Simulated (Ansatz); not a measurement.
# A hypothetical structure for BaRu2N2, part 2 of 2

This structure for BaRu2N2 is made up. Its elements were placed in a known structure type with a cell scaled to their sizes. What cell does the guess relax to, and how far off was it?

Ansatz 0.2.0; DFT, PBE, plane-wave PAW, files of the set soft_1, scalar-relativistic, no spin, cell and ions relaxed at zero pressure; PAW set soft_1 (the session's first sound run).

So far: Set-up; Relaxation of the guess. The relaxed cell has a = 3.698, c = 11.333 Å (conventional setting).

### Step 3. Bands of the relaxed cell

A second self-consistent run takes a narrower smearing and the mesh shown in its input; the bands follow along the standard path of the relaxed lattice.

This step: DFT, PBE, plane-wave PAW, files of the set soft_1, scalar-relativistic, no spin, bands and density of states at the relaxed cell; PAW set soft_1 (Ansatz 0.2.0).

input.yaml

```yaml
crystal:
  lattice:
    - [-1.848848122, 1.848848122, 5.6666262983]
    - [1.848848122, -1.848848122, 5.6666262983]
    - [1.848848122, 1.848848122, -5.6666262983]
  atoms:
    - { symbol: Ba, position: [0.0, 0.0, 0.0] }
    - { symbol: Ru, position: [0.25, 0.75, 0.5] }
    - { symbol: Ru, position: [0.75, 0.25, 0.5] }
    - { symbol: "N", position: [0.3393593464, 0.3393593464, 0.0] }
    - { symbol: "N", position: [0.6606406536, 0.6606406536, 0.0] }
kpoints:
  mp_grid: { grid: [12, 12, 12] }
  band_path:
    path:
      - [[0.0, 0.0, 0.0], [-0.5, 0.5, 0.0], [-0.5, 0.5, -0.05322594], [-0.27661297, 0.27661297, -0.27661297], [0.0, 0.0, 0.0], [0.5, 0.5, -0.5], [0.27661297, 0.72338703, -0.72338703], [0.0, 0.5, -0.5], [-0.25, 0.75, -0.25], [0.05322594, 0.94677406, -0.5], [0.5, 0.5, -0.5]]
      - [[-0.5, 0.5, 0.0], [-0.25, 0.75, -0.25]]
    npoints: 7
scf:
  occupations: { method: fermi_dirac, width: 0.03 }
  n_extra_bands: 9
hamiltonian:
  xc: pbe
  pseudopotentials: { kind: paw, azcp: { folder: soft_1 } }
output:
  forces: true
  stress: true
  write_bands: true
  dos: { projected: true }
  write_density: true
  write_potential: true
  elf: true
  volumetric_format: npy
```

Started as:

```sh
ansatz run input.yaml --threads 4 --pin off --max-ram 8192MiB --backend cpu --events-out ev --progress --plain --runs-dir out
```

Numbers of over 12 decimals in the logs are rounded to 6 here.

Log:

```text
[...]
Crystal: 5 atoms, lattice volume = 77.480 Å³
Basis set: ecut = 420 eV, 1551 PW (Γ), FFT grids on a1−a2, a2, a1+a3, exchange–correlation on 72×90×50 points (8 copies of the dense FFT grid, shifted against one another)
Bands: 35, of which v1, the nominal top of the filled ones, is band 26 counted from 1 (25 counted from 0)
Symmetry: 16 space group operations
[...]
k-points: 163 of 1728
[...]
SCF iter   1: F=—  HF=-18483.800530 eV  |F-HF|=—  |Δ(HF+E_count)|=         —  Δρ=1.98e-1  dr2=9.45e1  ethr=3.10e-3  ⟨swp⟩=9.7  Hψ=31327  notcnv=0  defer=3
[...]
SCF iter  10: F=-18475.136204 eV  HF=-18475.136204 eV  |F-HF|=3.75e-8  |Δ(HF+E_count)|=   6.92e-8  Δρ=4.76e-6  dr2=6.36e-8  ethr=1.92e-10  ⟨swp⟩=17.7  Hψ=41832  notcnv=0
SCF 1 converged in 10 iterations: F = -18475.136204 eV  dr2 = 6.36e-8
[...]
NSCF: frozen V_eff on 79 k-points
SCF converged after 10 iterations
Free energy (F): -18475.136204 eV
[...]
Internal energy: -18475.132215 eV  (E = F + TS)
E sigma→0 (E₀):  -18475.134209 eV
Entropy (-TS):   -0.003989 eV (-0.798 meV/atom)
Fermi energy:    15.535215 eV
[...]
--- Forces (eV/Å), atoms counted from 1 ---
  atom   1  Ba    -0.00000000     0.00000000     0.00000000
  atom   2  Ru     0.00000000    -0.00000000     0.00000000
  atom   3  Ru     0.00000000     0.00000000     0.00000000
  atom   4  N      0.00000000     0.00000000    -0.00867697
  atom   5  N      0.00000000     0.00000000     0.00867697
  max |Σ_I F_I| component: 7.81e-18 eV/Å
--- Stress (GPa, compression-positive) ---
        0.094591       0.000000       0.000000
        0.000000       0.094591       0.000000
        0.000000       0.000000      -0.043686
  P = ⅓ Tr σ = 0.0485 GPa (0.485 kbar)
--- Band table (eV; the first three rows and the last of 163) ---
  k-point 0: bands = [... 22 lower, 14.3153, 15.5455, 15.5455, 15.6682, 15.7558, 16.0667, 17.1415, 17.5392, ... 5 higher]
  k-point 1: bands = [... 22 lower, 14.3794, 15.2281, 15.3292, 15.3842, 15.9143, 16.3660, 17.1435, 17.2867, ... 5 higher]
  k-point 2: bands = [... 22 lower, 14.4983, 14.6405, 14.6415, 14.8963, 16.4878, 16.4946, 17.1187, 17.3158, ... 5 higher]
  k-point 162: bands = [... 22 lower, 14.8248, 15.5113, 15.7467, 15.9552, 15.9552, 17.1689, 17.6050, 17.6358, ... 5 higher]
```

Run time: 14 s. Hardware: 4 threads of Arm Neoverse V1, shared host; peak memory 0.62 GiB.

This step gave:

```
free energy             : -18475.1362 eV
energy at zero smearing : -18475.1342 eV
smearing term TS        : 0.003989 eV
Fermi energy            : 15.54 eV
pressure                : 0.04850 GPa
```

From bands.tsv, the bands that come nearest the Fermi level along the path, at its corners, in eV from the Fermi level:

```
point  band 23  band 24  band 25  band 26  band 27  band 28  band 29  band 30
    Γ    -1.22     0.01     0.01     0.13     0.22     0.53     1.61     2.00
    X    -2.85    -2.71    -1.10    -0.40    -0.40     0.00     1.24     1.25
    Y    -2.81    -2.56    -1.27    -0.44    -0.18    -0.04     1.19     1.28
    S    -2.29    -2.27    -1.72    -1.01     1.36     1.59     1.71     1.74
    Γ    -1.22     0.01     0.01     0.13     0.22     0.53     1.61     2.00
    Z    -0.71    -0.02     0.21     0.42     0.42     1.63     2.07     2.10
   S1    -2.29    -2.27    -1.72    -1.01     1.36     1.59     1.71     1.74
    N    -2.71    -2.28    -1.44    -1.38     1.04     1.40     1.88     2.05
    P    -3.01    -2.90    -0.52    -0.52    -0.40    -0.40     1.25     1.25
   Y1    -2.81    -2.56    -1.27    -0.44    -0.18    -0.04     1.19     1.28
    Z    -0.71    -0.02     0.21     0.42     0.42     1.63     2.07     2.10
    X    -2.85    -2.71    -1.10    -0.40    -0.40     0.00     1.24     1.25
    P    -3.01    -2.90    -0.52    -0.52    -0.40    -0.40     1.25     1.25
```

States per cell as run, both spins, in windows of 1 eV, from dos.tsv (zero at the Fermi level): Near the top, bands beyond those computed are missing, so counts there can be too low.

```csv
from,to,total
-8,-7,0.82
-7,-6,3.92
-6,-5,4.80
-5,-4,3.25
-4,-3,1.48
-3,-2,2.55
-2,-1,4.80
-1,0,2.40
0,1,2.15
1,2,5.90
2,3,2.81
3,4,2.53
```

A further 28.0 states lie below the table's range.

Electrostatic potential energy in the ac plane of the conventional cell at fractional y = 0.000, with atoms of Ba and Ru and N within 0.2 Å of it. With pseudopotentials it is smooth inside the atoms' cores, unlike the true potential.

Ten even steps from '0' (-66 eV) to '9' (18 eV), each cell a mean:
```
12468999987532
55789999998765
88999999999998
99999988899999
99997532368999
99985000026899
78985100037888
34788755678853
34799999999864
88999999999998
99999999999999
99999999999999
99999999999999
99999999999999
67999999999987
23699988899853
45787532368864
99985000026899
99985100037999
99998755679999
99999999999999
78899999999887
34578999998754
11358999987421
```
Columns run along a (3.7 Å; values clipped at the 3rd and 97th percentile), rows up along c (11.3 Å), edges of the conventional cell, whose origin can differ from the input's. Atoms in or near the plane, at fractional coordinates: Ba at (0.00, 0.00), Ru at (0.50, 0.25), Ru at (0.50, 0.75), N at (0.00, 0.34), N at (0.00, 0.66).

Valence density in the ac plane of the conventional cell at fractional y = 0.000, with atoms of Ba and Ru and N within 0.2 Å of it. It is the smooth field of the valence electrons, not physical close to the nuclei.

Ten steps, logarithmic in the rise over the least value, from '0' (0 e/Å³) to '9' (11 e/Å³), each cell a mean:
```
44543100024554
55432100012345
22211111111122
11112333322111
11124678753211
22246899985322
54446899975445
76544566644467
77532222223467
54321000011234
11100000000011
00000000000000
00000000000000
22110000000122
65421111112346
77543333333467
66544678754456
43346899985334
12236899975321
11123566643211
11111222221111
33321000011233
55542100013455
34553100024554
```
Columns run along a (3.7 Å), rows up along c (11.3 Å), edges of the conventional cell, whose origin can differ from the input's. Atoms in or near the plane, at fractional coordinates: Ba at (0.00, 0.00), Ru at (0.50, 0.25), Ru at (0.50, 0.75), N at (0.00, 0.34), N at (0.00, 0.66).

ELF in the ac plane of the conventional cell at fractional y = 0.000, with atoms of Ba and Ru and N within 0.2 Å of it. It is the smooth field of the valence electrons, not physical close to the nuclei.

Ten even steps from '0' (0.03) to '9' (0.86), each cell a mean:
```
24898300158963
88863100024788
54321122111234
11112334322111
11223566543211
32224666663223
77534666653367
36853455433685
57863233224786
99852111113699
76410000001256
11000000000001
22100000000012
88631000001478
99863122223799
36863234324785
57743466543576
65324666663245
22124666653222
11223455532211
11112233321111
76531111112356
78985200036897
02798400169951
```
Columns run along a (3.7 Å), rows up along c (11.3 Å), edges of the conventional cell, whose origin can differ from the input's. Atoms in or near the plane, at fractional coordinates: Ba at (0.00, 0.00), Ru at (0.50, 0.25), Ru at (0.50, 0.75), N at (0.00, 0.34), N at (0.00, 0.66).

### Step 4. Outcome

```yaml
space_group_relaxed: I4/mmm
conventional_cell: a = 3.698, b = 3.698, c = 11.333 Å; α = 90.0°, β = 90.0°, γ = 90.0°
volume_per_atom: 15.50 Å³ (guess 17.50)
```

In words: BaRu2N2 relaxes to I4/mmm with a = 3.698, b = 3.698 and c = 11.333 Å. The guessed volume was 13 % too large. The space group I4/mmm was held in the relaxation, so the end point is a stationary structure within it and may be a saddle against distortions or other arrangements. Bands cross the Fermi level, so it is a metal or semimetal at this level. On the 12×12×12 mesh with the narrower smearing (relaxed on 10×10×10) the largest force component is 0.009 eV/Å and the largest stress component is 0.095 GPa, against the relaxation's thresholds of 0.015 eV/Å and 0.05 GPa. The cutoff wasn't tested. Spin-orbit coupling is left out, which can matter for elements this heavy. No dispersion term is used, so weakly bound directions may come out too long. The runs have no spin, and magnetism wasn't tested. Nothing here tests whether the compound is stable against decomposition.

[Logs are printed without paths, hosts, clocks, repeated set-up lines and the standing remarks that a program may print on its own settings, such as how far it seeks lower states.]

[Hosts, paths, dates, database ids (printed as entryN), source tags and the programs' standing remarks are cut or masked in the printed files.]
